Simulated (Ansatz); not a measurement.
**LuBeB: relaxing a made-up structure**

This structure for LuBeB is made up. Its elements were placed in a known structure type with a cell scaled to their sizes. What cell does the guess relax to, and how far off was it?

Method: DFT, PBE, plane-wave PAW, files of the set soft_1, scalar-relativistic, no spin, cell and ions relaxed at zero pressure; PAW set soft_1, in the first sound run; inputs show where later runs differ, in Ansatz 0.2.0.

### 1. Set-up

It takes space group P4_2/mmc (No. 131, tetragonal). The conventional cell has a = 3.395 Å, b = 3.395 Å, c = 6.634 Å, α = 90.00°, β = 90.00°, γ = 90.00°. Nearest to Lu lie 4 B at 2.37 Å. Nearest to B lie 2 Be at 1.70 Å and 4 Lu at 2.37 Å. Nearest to Be lie 2 B at 1.70 Å. Farther neighbours are not listed.

### 2. Relaxing cell and atoms

The guessed cell has no reason to be at equilibrium. It is relaxed with the atoms, within the space group of the guess.

The input, input.yaml:

```yaml
crystal:
  lattice:
    - [3.395, 0.0, 0.0]
    - [0.0, 3.395, 0.0]
    - [0.0, 0.0, 6.634]
  atoms:
    - { symbol: Lu, position: [0.0, 0.0, 0.25] }
    - { symbol: Lu, position: [0.0, 0.0, 0.75] }
    - { symbol: B, position: [0.0, 0.5, 0.0] }
    - { symbol: B, position: [0.5, 0.0, 0.5] }
    - { symbol: Be, position: [0.5, 0.5, 0.5] }
    - { symbol: Be, position: [0.5, 0.5, 0.0] }
kpoints:
  mp_grid: { grid: [8, 8, 4] }
scf:
  occupations: { method: fermi_dirac, width: 0.05 }
hamiltonian:
  xc: pbe
  pseudopotentials: { kind: paw, azcp: { folder: soft_1 } }
relax:
  f_tol: 0.015
  max_steps: 70
  cell: {}
output:
  forces: true
  stress: true
```

The run is started by

```
> ansatz run input.yaml --threads 4 --pin off --max-ram 10240MiB --backend cpu --events-out ev --progress --plain --runs-dir out
```

Numbers of over 12 decimals in the logs are rounded to 6 here.

The program printed:

```text
Engine: ansatz 0.2.0, aarch64-unknown-linux-gnu
Pseudopotentials: kind: paw
Pseudopotential: Lu, paw, valence charge 25, recommended cutoff 420 eV (normal), soft_1/Lu.paw.azcp
Pseudopotential: B, paw, valence charge 3, recommended cutoff 420 eV (normal), soft_1/B.paw.azcp
Pseudopotential: Be, paw, valence charge 2, recommended cutoff 420 eV (normal), soft_1/Be.paw.azcp
Functional definition: PBE
  parameter kappa = 0.804
  parameter beta = 0.066725
  exchange = pbe_x(kappa = kappa, mu = beta*pi^2/3)
  correlation = pbe_c(beta = beta)
Crystal: 6 atoms, lattice volume = 76.464 Å³
Basis set: ecut = 420 eV, 1491 PW (Γ), exchange–correlation on 48×48×90 points (8 copies of the dense FFT grid, shifted against one another)
Bands: 36, of which v1, the nominal top of the filled ones, is band 30 counted from 1 (29 counted from 0)
Symmetry: 16 space group operations
Space group: P42/mmc (ITA 131), of the structure as read, at distance tolerance 4.2e-5 Å
k-points: 45 of 256
Non-local potential: Lu, projectors of the file, l = 0: 3, l = 1: 2, l = 2: 2, l = 3: 3
Non-local potential: B, projectors of the file, l = 0: 2, l = 1: 2, l = 2: 1
Non-local potential: Be, projectors of the file, l = 0: 2, l = 1: 2, l = 2: 1
PAW form: soft (Blöchl's): semilocal exchange-correlation on the pseudo side does not see the compensation charge
PAW one-centre angular grid: Lu, 590 points (default); XC on 64 Gauss nodes
PAW one-centre angular grid: B, 110 points (default); XC on 64 Gauss nodes
PAW one-centre angular grid: Be, 110 points (default); XC on 64 Gauss nodes
Initial density: superposition of atomic densities (chi_scale 0.1, normalization cell, long waves kept (reshape's long-wave potential 0.00 eV rms))
Initial wavefunctions: pseudopotential atomic-orbital guess
Functional: x = pbe(κ = 0.804, μ = 0.219515), c = pbe(β = 0.066725)
SCF iter   1: F=—  HF=-29967.766188 eV  |F-HF|=—  |Δ(HF+E_count)|=         —  Δρ=1.09e-1  dr2=1.73e1  ethr=3.10e-3  ⟨swp⟩=9.3  Hψ=9154  notcnv=0
preconditioner: auto → Kerker (q_TF=auto, 2.620 Å⁻¹)  [metal: Δε(μ)=0.090 eV  Ē_g=10.636 eV  σ=0.050 eV  W_gap=0.36  n_scr=20 (ndim 8)  ℏωp=31.8 eV  f_vac=0.000  D(μ)=0.80/eV (n_scr^D=2)]
SCF iter   2: F=—  HF=-29964.031059 eV  |F-HF|=—  |Δ(HF+E_count)|=    3.74e0  Δρ=4.98e-2  dr2=3.68e0  ethr=3.10e-3  ⟨swp⟩=4.9  Hψ=4786  notcnv=0  defer=47
SCF iter   3: F=—  HF=-29963.859367 eV  |F-HF|=—  |Δ(HF+E_count)|=   1.72e-1  Δρ=4.25e-2  dr2=1.22e0  ethr=3.10e-3  ⟨swp⟩=4.5  Hψ=4944  notcnv=0  defer=18
SCF iter   4: F=—  HF=-29962.866400 eV  |F-HF|=—  |Δ(HF+E_count)|=   9.93e-1  Δρ=1.27e-2  dr2=1.20e-1  ethr=2.03e-3  ⟨swp⟩=4.3  Hψ=4988  notcnv=0  defer=6
SCF iter   5: F=—  HF=-29962.856168 eV  |F-HF|=—  |Δ(HF+E_count)|=   1.02e-2  Δρ=3.55e-3  dr2=1.05e-2  ethr=2.01e-4  ⟨swp⟩=3.2  Hψ=4167  notcnv=0  defer=6
SCF iter   6: F=—  HF=-29962.851968 eV  |F-HF|=—  |Δ(HF+E_count)|=   4.20e-3  Δρ=1.08e-3  dr2=5.54e-4  ethr=1.75e-5  ⟨swp⟩=3.0  Hψ=3571  notcnv=0  defer=6
SCF iter   7: F=—  HF=-29962.852493 eV  |F-HF|=—  |Δ(HF+E_count)|=   5.25e-4  Δρ=4.60e-4  dr2=1.54e-4  ethr=9.23e-7  ⟨swp⟩=3.0  Hψ=3367  notcnv=0  defer=6
SCF iter   8: F=—  HF=-29962.852457 eV  |F-HF|=—  |Δ(HF+E_count)|=   3.64e-5  Δρ=1.41e-4  dr2=1.91e-5  ethr=2.57e-7  ⟨swp⟩=3.2  Hψ=3867  notcnv=0  defer=6
SCF iter   9: F=—  HF=-29962.852589 eV  |F-HF|=—  |Δ(HF+E_count)|=   1.32e-4  Δρ=2.97e-5  dr2=7.68e-7  ethr=3.19e-8  ⟨swp⟩=2.1  Hψ=2783  notcnv=0  defer=6
SCF iter  10: F=-29962.852588 eV  HF=-29962.852588 eV  |F-HF|=1.25e-8  |Δ(HF+E_count)|=   2.12e-7  Δρ=5.93e-6  dr2=2.82e-8  ethr=1.67e-10  ⟨swp⟩=7.4  Hψ=10031  notcnv=0
SCF 1 converged in 10 iterations: F = -29962.852588 eV  dr2 = 2.82e-8
  greatest PAW one-centre occupation: 0.998 electrons in one spin orbital (limit 2), on the Lu atom at site 1 (counted from 0), in its partial waves of l = 0
relax step   1: F+E_penalty+E_count = -29962.85258844 eV  Δ(F+E_penalty+E_count) = +0.000e0 eV  max|allowed force component| = 1.041e-17 eV/Å  Δτ_max = 0.0000 Å  P = +24.444 GPa  Ω = 76.464 Å³  (10 SCF iters, dr2 threshold 1.00e-7 eV, accepted)
Crystal: 6 atoms, lattice volume = 87.057 Å³
Basis set: ecut = 420 eV, 1691 PW (Γ), exchange–correlation on 48×48×90 points (8 copies of the dense FFT grid, shifted against one another)
Initial density: handed on by an earlier stage of this run
Initial wavefunctions: those handed on with the density
iter 1 solved again at ethr=1.10e-3 eV; its pass at ethr=3.10e-3 eV (dr2=6.62e-1 eV) is discarded
SCF iter   1: F=—  HF=-29963.970641 eV  |F-HF|=—  |Δ(HF+E_count)|=         —  Δρ=2.00e-2  dr2=6.59e-1  ethr=1.10e-3  ⟨swp⟩=1.9  Hψ=13926  notcnv=0
preconditioner: auto → Kerker (q_TF=auto, 2.564 Å⁻¹)  [metal: Δε(μ)=0.020 eV  Ē_g=11.492 eV  σ=0.050 eV  W_gap=0.10  n_scr=28 (ndim 8)  ℏωp=29.8 eV  f_vac=0.000  D(μ)=2.69/eV (n_scr^D=16)]
SCF iter   2: F=—  HF=-29963.830748 eV  |F-HF|=—  |Δ(HF+E_count)|=   1.40e-1  Δρ=8.67e-3  dr2=1.38e-1  ethr=1.10e-3  ⟨swp⟩=3.5  Hψ=3193  notcnv=0
SCF iter   3: F=—  HF=-29963.810305 eV  |F-HF|=—  |Δ(HF+E_count)|=   2.04e-2  Δρ=3.57e-3  dr2=1.43e-2  ethr=2.30e-4  ⟨swp⟩=3.8  Hψ=3873  notcnv=0  defer=5
SCF iter   4: F=—  HF=-29963.795073 eV  |F-HF|=—  |Δ(HF+E_count)|=   1.52e-2  Δρ=2.24e-3  dr2=4.18e-3  ethr=2.38e-5  ⟨swp⟩=3.0  Hψ=4669  notcnv=0  defer=5
SCF iter   5: F=—  HF=-29963.795741 eV  |F-HF|=—  |Δ(HF+E_count)|=   6.68e-4  Δρ=9.41e-4  dr2=1.13e-3  ethr=6.96e-6  ⟨swp⟩=3.1  Hψ=4488  notcnv=0  defer=5
SCF iter   6: F=—  HF=-29963.795393 eV  |F-HF|=—  |Δ(HF+E_count)|=   3.48e-4  Δρ=4.65e-4  dr2=2.10e-4  ethr=1.88e-6  ⟨swp⟩=3.8  Hψ=4620  notcnv=0  defer=5
SCF iter   7: F=—  HF=-29963.795539 eV  |F-HF|=—  |Δ(HF+E_count)|=   1.46e-4  Δρ=1.32e-4  dr2=1.11e-5  ethr=3.49e-7  ⟨swp⟩=3.1  Hψ=4256  notcnv=0  defer=5
SCF iter   8: F=—  HF=-29963.795540 eV  |F-HF|=—  |Δ(HF+E_count)|=   1.39e-6  Δρ=1.21e-4  dr2=9.01e-6  ethr=1.85e-8  ⟨swp⟩=2.2  Hψ=3076  notcnv=0  defer=5
SCF iter   9: F=—  HF=-29963.795539 eV  |F-HF|=—  |Δ(HF+E_count)|=   1.78e-6  Δρ=6.59e-5  dr2=2.65e-6  ethr=1.50e-8  ⟨swp⟩=2.5  Hψ=2838  notcnv=0  defer=5
SCF iter  10: F=-29963.795538 eV  HF=-29963.795538 eV  |F-HF|=6.68e-8  |Δ(HF+E_count)|=   6.19e-7  Δρ=1.10e-5  dr2=6.85e-8  ethr=1.00e-9  ⟨swp⟩=5.5  Hψ=11265  notcnv=0
SCF 2 converged in 10 iterations: F = -29963.795538 eV  dr2 = 6.85e-8
relax step   2: F+E_penalty+E_count = -29963.79553788 eV  Δ(F+E_penalty+E_count) = -9.429e-1 eV  max|allowed force component| = 2.313e-17 eV/Å  Δτ_max = 0.0000 Å  P = +6.302 GPa  Ω = 87.057 Å³  energy of the carried Pulay correction = -5.975e-3 eV  (10 SCF iters, dr2 threshold 6.00e-7 eV, accepted)
Crystal: 6 atoms, lattice volume = 91.278 Å³
Basis set: ecut = 420 eV, 1783 PW (Γ), exchange–correlation on 48×48×90 points (8 copies of the dense FFT grid, shifted against one another)
iter 1 solved again at ethr=1.72e-4 eV; its pass at ethr=3.10e-3 eV (dr2=1.03e-1 eV) is discarded
SCF iter   1: F=—  HF=-29963.968476 eV  |F-HF|=—  |Δ(HF+E_count)|=         —  Δρ=7.87e-3  dr2=1.03e-1  ethr=1.72e-4  ⟨swp⟩=2.2  Hψ=13468  notcnv=0
preconditioner: auto → Kerker (q_TF=auto, 2.544 Å⁻¹)  [metal: Δε(μ)=0.016 eV  Ē_g=11.336 eV  σ=0.050 eV  W_gap=0.08  n_scr=28 (ndim 8)  ℏωp=29.1 eV  f_vac=0.000  D(μ)=2.63/eV (n_scr^D=16)]
SCF iter   2: F=—  HF=-29963.949092 eV  |F-HF|=—  |Δ(HF+E_count)|=   1.94e-2  Δρ=3.90e-3  dr2=2.61e-2  ethr=1.72e-4  ⟨swp⟩=3.4  Hψ=3371  notcnv=0
SCF iter   3: F=—  HF=-29963.947398 eV  |F-HF|=—  |Δ(HF+E_count)|=   1.69e-3  Δρ=2.45e-3  dr2=5.75e-3  ethr=4.35e-5  ⟨swp⟩=3.4  Hψ=4472  notcnv=0  defer=4
SCF iter   4: F=—  HF=-29963.941266 eV  |F-HF|=—  |Δ(HF+E_count)|=   6.13e-3  Δρ=8.85e-4  dr2=8.63e-4  ethr=9.58e-6  ⟨swp⟩=3.0  Hψ=4750  notcnv=0  defer=4
SCF iter   5: F=—  HF=-29963.941230 eV  |F-HF|=—  |Δ(HF+E_count)|=   3.59e-5  Δρ=3.02e-4  dr2=1.26e-4  ethr=1.44e-6  ⟨swp⟩=2.9  Hψ=3450  notcnv=0  defer=5
SCF iter   6: F=—  HF=-29963.941545 eV  |F-HF|=—  |Δ(HF+E_count)|=   3.15e-4  Δρ=1.10e-4  dr2=1.16e-5  ethr=2.10e-7  ⟨swp⟩=3.1  Hψ=3775  notcnv=0  defer=5
SCF iter   7: F=—  HF=-29963.941552 eV  |F-HF|=—  |Δ(HF+E_count)|=   7.01e-6  Δρ=4.55e-5  dr2=1.41e-6  ethr=1.93e-8  ⟨swp⟩=3.1  Hψ=4057  notcnv=0  defer=5
SCF iter   8: F=-29963.941552 eV  HF=-29963.941552 eV  |F-HF|=9.95e-8  |Δ(HF+E_count)|=   1.97e-7  Δρ=1.59e-5  dr2=1.58e-7  ethr=1.00e-9  ⟨swp⟩=6.8  Hψ=8784  notcnv=0
SCF 3 converged in 8 iterations: F = -29963.941552 eV  dr2 = 1.58e-7
relax step   3: F+E_penalty+E_count = -29963.94155161 eV  Δ(F+E_penalty+E_count) = -1.460e-1 eV  max|allowed force component| = 3.469e-17 eV/Å  Δτ_max = 0.0000 Å  P = +1.110 GPa  Ω = 91.278 Å³  energy of the carried Pulay correction = -8.020e-3 eV  (8 SCF iters, dr2 threshold 6.00e-7 eV, accepted)
[...]
relax step   4: F+E_penalty+E_count = -29963.94477103 eV  Δ(F+E_penalty+E_count) = -3.219e-3 eV  max|allowed force component| = 2.082e-17 eV/Å  Δτ_max = 0.0000 Å  P = +0.091 GPa  Ω = 92.256 Å³  energy of the carried Pulay correction = -8.502e-3 eV  (7 SCF iters, dr2 threshold 6.00e-7 eV, accepted)
[...]
relax step   5: F+E_penalty+E_count = -29963.94475251 eV  Δ(F+E_penalty+E_count) = +1.853e-5 eV  max|allowed force component| = 3.903e-17 eV/Å  Δτ_max = 0.0000 Å  P = +0.001 GPa  Ω = 92.344 Å³  energy of the carried Pulay correction = -8.546e-3 eV  (6 SCF iters, dr2 threshold 2.23e-8 eV, accepted)
[...]
relax step   6: F+E_penalty+E_count = -29963.96031045 eV  Δ(F+E_penalty+E_count) = -1.556e-2 eV  max|allowed force component| = 4.163e-17 eV/Å  Δτ_max = 0.0000 Å  P = +0.140 GPa  Ω = 92.344 Å³  stress off target by 1.67e-1 GPa  SCF on the basis re-selected at this cell (its energy is not comparable with the rows above)  (8 SCF iters)
[...]
relax step   7: F+E_penalty+E_count = -29963.96032321 eV  Δ(F+E_penalty+E_count) = -1.277e-5 eV  max|allowed force component| = 2.776e-17 eV/Å  Δτ_max = 0.0000 Å  P = +0.003 GPa  Ω = 92.479 Å³  energy of the carried Pulay correction = -5.539e-5 eV  (5 SCF iters, dr2 threshold 6.95e-8 eV, accepted)
iter 1 solved again at ethr=6.97e-7 eV; its pass at ethr=3.10e-3 eV (dr2=4.18e-4 eV) is discarded
SCF iter   1: F=—  HF=-29963.960632 eV  |F-HF|=—  |Δ(HF+E_count)|=         —  Δρ=5.95e-6  dr2=3.86e-8  ethr=6.97e-7  ⟨swp⟩=4.1  Hψ=14355  notcnv=0
eigensolver tolerance schedule: the retry pair's looser diagonalisation over-reported the residual by 10826.28 of it (diagonalisation noise at an unbounded share of the residual, at the tolerance the schedule requests for it); recorded, not acted on — ethr = c·dr2/N_el stays at c = 1.0e-1
preconditioner: auto → Kerker (q_TF=auto, 2.538 Å⁻¹)  [metal: Δε(μ)=0.009 eV  Ē_g=11.263 eV  σ=0.050 eV  W_gap=0.04  n_scr=28 (ndim 8)  ℏωp=28.9 eV  f_vac=0.000  D(μ)=2.57/eV (n_scr^D=16)]
SCF iter   2: F=—  HF=-29963.960379 eV  |F-HF|=—  |Δ(HF+E_count)|=   2.53e-4  Δρ=4.19e-6  dr2=2.30e-8  ethr=6.44e-11  ⟨swp⟩=4.6  Hψ=5828  notcnv=0
SCF iter   3: F=—  HF=-29963.960379 eV  |F-HF|=—  |Δ(HF+E_count)|=   3.11e-9  Δρ=3.78e-6  dr2=1.65e-8  ethr=3.83e-11  ⟨swp⟩=2.5  Hψ=3400  notcnv=0
SCF iter   4: F=—  HF=-29963.960379 eV  |F-HF|=—  |Δ(HF+E_count)|=   3.29e-9  Δρ=1.57e-6  dr2=1.89e-9  ethr=2.75e-11  ⟨swp⟩=2.0  Hψ=2981  notcnv=0
SCF iter   5: F=—  HF=-29963.960379 eV  |F-HF|=—  |Δ(HF+E_count)|=  6.55e-10  Δρ=7.17e-7  dr2=3.53e-10  ethr=3.15e-12  ⟨swp⟩=2.1  Hψ=3109  notcnv=0
SCF iter   6: F=—  HF=-29963.960379 eV  |F-HF|=—  |Δ(HF+E_count)|=  2.00e-10  Δρ=4.30e-7  dr2=1.04e-10  ethr=1.00e-12  ⟨swp⟩=2.7  Hψ=2970  notcnv=0
SCF iter   7: F=-29963.960379 eV  HF=-29963.960379 eV  |F-HF|=1.82e-11  |Δ(HF+E_count)|=  7.28e-12  Δρ=2.18e-7  dr2=2.62e-11  ethr=1.00e-12  ⟨swp⟩=6.3  Hψ=8552  notcnv=0
SCF 8 converged in 7 iterations: F = -29963.960379 eV  dr2 = 2.62e-11
relax step   8: F+E_penalty+E_count = -29963.96037935 eV  Δ(F+E_penalty+E_count) = -5.614e-5 eV  max|allowed force component| = 2.776e-17 eV/Å  Δτ_max = 0.0000 Å  P = +0.003 GPa  Ω = 92.479 Å³  stress off target by 4.27e-3 GPa  SCF on the basis re-selected at this cell (its energy is not comparable with the rows above)  (7 SCF iters)
basis re-selected at this cell: Δ(F+E_penalty+E_count) = -5.614e-5 eV, ΔP = +0.000 GPa vs the last step (what re-selecting the basis moved, of the pressure what is left beyond the Pulay correction that the steps carried, after the strain that the cell walked since its last selection, with what the two solves' SCF thresholds leave and, on support functions, any second-order correction that the steps lacked; it is no m [...]
SCF converged after 7 iterations
Free energy (F): -29963.960379 eV
Harris-Foulkes:  -29963.960379 eV  (|F-HF|=1.82e-11)
Internal energy: -29963.939880 eV  (E = F + TS)
E sigma→0 (E₀):  -29963.950129 eV
Entropy (-TS):   -0.020500 eV (-3.417 meV/atom)
Fermi energy:    10.719759 eV
--- Per-component energies (eV) ---
  E_band       = -66.048544
  E_kinetic    = 972.489894
  E_local      = -15183.477504  (includes V_loc(G=0)·N_el)
  E_nonlocal   = 1382.116470
  E_hartree    = 6416.714457
  E_xc         = -520.717994
  E_vxc        = -622.239847  (∫ρ·V_xc dr)
  E_paw        = -15111.456683  (= ΣΔE_a)
  E_vpaw       = 551.633069  (= ΣTr[D̂ρ^β])
  E_aug_tail   = -0.000023  (compensation charges beyond the density's cutoff)
  E_ewald      = -7919.608498
  E_smearing   = -0.020500  (= −TS)
  E_closure    = -0.000000  (closes the sum)
  Σ components = -29963.960379   (vs F -29963.960379, Δ=0.00e0)
--- Forces (eV/Å), atoms counted from 1 ---
  atom   1  Lu     0.00000000     0.00000000    -0.00000000
  atom   2  Lu    -0.00000000    -0.00000000    -0.00000000
  atom   3  B     -0.00000000     0.00000000     0.00000000
  atom   4  B     -0.00000000    -0.00000000     0.00000000
  atom   5  Be     0.00000000    -0.00000000     0.00000000
  atom   6  Be     0.00000000     0.00000000     0.00000000
  max |Σ_I F_I| component: 2.08e-17 eV/Å
--- Stress (GPa, compression-positive) ---
        0.004267      -0.000000      -0.000000
       -0.000000       0.004267       0.000000
       -0.000000       0.000000       0.000972
  P = ⅓ Tr σ = 0.0032 GPa (0.032 kbar)
--- Relaxed structure (6 steps of the walk, 6 accepted, 2 SCFs on fresh bases) ---
  F+E_penalty+E_count = -29963.96037935 eV   max|allowed force component| = 2.776e-17 eV/Å   (the final SCF, on the basis selected at the relaxed cell)
  cell:  # Å, volume = 92.4786 Å³
    - [3.664642, 0, 0]
    - [0, 3.664642, 0]
    - [0, 0, 6.886177]
  atoms:
    - { symbol: Lu, position: [0, 0, 0.25] }
    - { symbol: Lu, position: [0, 0, 0.75] }
    - { symbol: B, position: [0, 0.5, 0] }
    - { symbol: B, position: [0.5, 0, 0.5] }
    - { symbol: Be, position: [0.5, 0.5, 0.5] }
    - { symbol: Be, position: [0.5, 0.5, 0] }
```

It took 22 s on 4 threads of Arm Neoverse V1, shared host; peak memory 0.52 GiB.

Relaxation path:

| step | energy less that of the first step (eV) | largest force component (eV/Å) | pressure (GPa) | volume (Å³) |
| --- | --- | --- | --- | --- |
| 1 | 0.0000 | 0.0000 | 24.44 | 76.46 |
| 2 | -0.9429 | 0.0000 | 6.30 | 87.06 |
| 3 | -1.0890 | 0.0000 | 1.11 | 91.28 |
| 4 | -1.0922 | 0.0000 | 0.09 | 92.26 |
| 5 | -1.0922 | 0.0000 | 0.00 | 92.34 |
| 6* | -1.1077 | 0.0000 | 0.14 | 92.34 |
| 7 | -1.1077 | 0.0000 | 0.00 | 92.48 |
| 8* | -1.1078 | 0.0000 | 0.00 | 92.48 |

Relaxation steps marked * repeat the geometry before them on a plane-wave basis chosen anew for their cell, so energy and pressure can jump there.

The run keeps the 16 symmetry operations that it works with, so distortions that break them were not tested.

| conventional cell, symmetrised | before | after | change |
| --- | --- | --- | --- |
| a (Å) | 3.395 | 3.665 | +7.9 % |
| b (Å) | 3.395 | 3.665 | +7.9 % |
| c (Å) | 6.634 | 6.886 | +3.8 % |
| volume (Å³/atom) | 12.74 | 15.41 | +20.9 % |

The relaxed structure:

```cif
data_structure
_symmetry_space_group_name_H-M 'P 1'
_symmetry_Int_Tables_number 1
_cell_length_a 3.6646
_cell_length_b 3.6646
_cell_length_c 6.8862
_cell_angle_alpha 90.000
_cell_angle_beta 90.000
_cell_angle_gamma 90.000
_cell_volume 92.48
loop_
_atom_site_label
_atom_site_type_symbol
_atom_site_fract_x
_atom_site_fract_y
_atom_site_fract_z
_atom_site_occupancy
Lu1 Lu 0.00000 0.00000 0.25000 1
Lu2 Lu 0.00000 0.00000 0.75000 1
B3 B 0.00000 0.50000 0.00000 1
B4 B 0.50000 0.00000 0.50000 1
Be5 Be 0.50000 0.50000 0.50000 1
Be6 Be 0.50000 0.50000 0.00000 1
```

This step gave:

* free energy: -29963.9604 eV
* energy at zero smearing: -29963.9501 eV
* smearing term TS: 0.02050 eV
* Fermi energy: 10.72 eV
* electrons: 60
* symmetry operations: 16
* pressure: 0.003168 GPa

The shortest distance of each pair, which need not be the same contact before and after:

| pair | guess (Å) | relaxed (Å) |
| --- | --- | --- |
| B–Be | 1.698 | 1.832 |
| B–Lu | 2.373 | 2.514 |
| Be–Lu | 2.918 | 3.111 |
| Lu–Lu | 3.317 | 3.443 |
| Be–Be | 3.317 | 3.443 |

The relaxation ends with a pressure of 0.00 GPa.

[end of part 1 of 2]

[Logs are printed without paths, hosts, clocks, repeated set-up lines and the standing remarks that a program may print on its own settings, such as how far it seeks lower states.]

[Hosts, paths, dates, database ids (printed as entryN), source tags and the programs' standing remarks are cut or masked in the printed files.]
